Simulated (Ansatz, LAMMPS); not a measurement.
**A faulty run on amorphous poly(vinyl chloride) (as short chains C26Cl12H42) at 400 K (160 atoms)**

Program: Ansatz 0.2.0. The cell: 52 C, 24 Cl and 84 H.

File input.yaml:

```yaml
crystal:
  lattice:
    - [12.54858, 0.0, 0.0]
    - [0.0, 12.54858, 0.0]
    - [0.0, 0.0, 12.54858]
  atomss:
    - { symbol: C, position: [0.60071, 0.12707, 0.65046] }
    - { symbol: C, position: [0.54896, 0.15409, 0.54258] }
    - { symbol: C, position: [0.43995, 0.20686, 0.54522] }
    - { symbol: Cl, position: [0.43884, 0.31926, 0.62824] }
    - { symbol: C, position: [0.39312, 0.23379, 0.44004] }
    - { symbol: C, position: [0.27918, 0.27662, 0.44663] }
    - { symbol: Cl, position: [0.18959, 0.17467, 0.49669] }
    - { symbol: C, position: [0.24857, 0.31013, 0.33379] }
    - { symbol: C, position: [0.32171, 0.40188, 0.29104] }
    - { symbol: Cl, position: [0.34149, 0.5086, 0.38424] }
    - { symbol: C, position: [0.27664, 0.4582, 0.19306] }
    - { symbol: C, position: [0.25193, 0.39104, 0.09394] }
    - { symbol: Cl, position: [0.13282, 0.3131, 0.11598] }
    - { symbol: C, position: [0.34355, 0.31845, 0.07702] }
    - { symbol: C, position: [0.32236, 0.27011, 0.96622] }
    - { symbol: Cl, position: [0.34508, 0.37024, 0.87296] }
    - { symbol: C, position: [0.39569, 0.18023, 0.94158] }
    - { symbol: C, position: [0.39279, 0.08259, 0.01846] }
    [... 136 atom lines left out ...]
    - { symbol: H, position: [0.80558, 0.40846, 0.81524] }
    - { symbol: H, position: [0.79672, 0.54282, 0.78301] }
    - { symbol: H, position: [0.59731, 0.41881, 0.74022] }
    - { symbol: H, position: [0.76523, 0.33822, 0.64684] }
    - { symbol: H, position: [0.78014, 0.45236, 0.57486] }
    - { symbol: H, position: [0.65396, 0.38408, 0.56443] }
kpoints:
  mp_grid: { grid: [1, 1, 1] }
hamiltonian:
  xc: pbe
  dispersion: d4
scf:
  occupations: { method: fixed }
  max_iter: 75
output:
  forces: true
```

Run with:

```console
$ ansatz run input.yaml --threads 4 --pin off --max-ram 8192MiB --backend cpu --events-out ev --progress --plain --runs-dir out
```

What it wrote:

```text
Error: YAML parse error: error: line 6 column 3: unknown field `atomss`, expected one of checkpoint, saddle_side, structure_sha256, lattice, periodic, space_group, setting, atoms, reduce_to_primitive, conventional_axes, supercell, defects, symmetry, host
 --> <input>:6:3
  |
4 |     - [0.0, 12.54858, 0.0]
5 |     - [0.0, 0.0, 12.54858]
6 |   atomss:
  |   ^ unknown field `atomss`, expected one of checkpoint, saddle_side, structure_sha256, lattice, periodic, space_group, setting, atoms, reduce_to_primitive, conventional_axes, supercell, defects, symmetry, host
7 |     - { symbol: C, position: [0.60071, 0.12707, 0.65046] }
8 |     - { symbol: C, position: [0.54896, 0.15409, 0.54258] }
  |
```

Elapsed: 0.03 s, on 4 threads of Intel Xeon Platinum 8259CL at 2.50GHz (Skylake/Cascade Lake), shared host; peak memory 0.026 GiB; 0.02 s of CPU time.

**Question.** What is wrong with this input, and how is it mended?

A misspelt key: crystal.atoms = "atomss".

The fix is to spell the key as the program knows it.

The program refused it before any cycle.

[Logs are printed without paths, hosts, clocks, repeated set-up lines and the standing remarks that a program may print on its own settings, such as how far it seeks lower states.]

[Hosts, paths, dates, database ids (printed as entryN), source tags and the programs' standing remarks are cut or masked in the printed files.]
